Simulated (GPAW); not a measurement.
Reflectivity of Mo (Im-3m) at normal incidence (GPAW, PBE, RPA, without spin-orbit coupling, line width 0.15 eV (Lorentzian), carrier damping 0.05 eV):

```
E (eV)  R (%)
  1.00   88.4
  1.25   76.9
  1.50   59.9
  1.75   57.3
  2.00   56.3
  2.25   57.2
  2.50   60.5
  2.75   58.3
  3.00   55.3
  3.25   54.7
  3.50   55.3
  3.75   56.2
  4.00   58.2
  4.25   63.6
  4.50   66.3
  4.75   68.7
  5.00   68.6
```

What colour would a polished face show in daylight?

Light grey: CIE x = 0.309, y = 0.329, luminous reflectivity 58 % under D65, from the mean over the axes.

[Logs are printed without paths, hosts, clocks, repeated set-up lines and the standing remarks that a program may print on its own settings, such as how far it seeks lower states.]
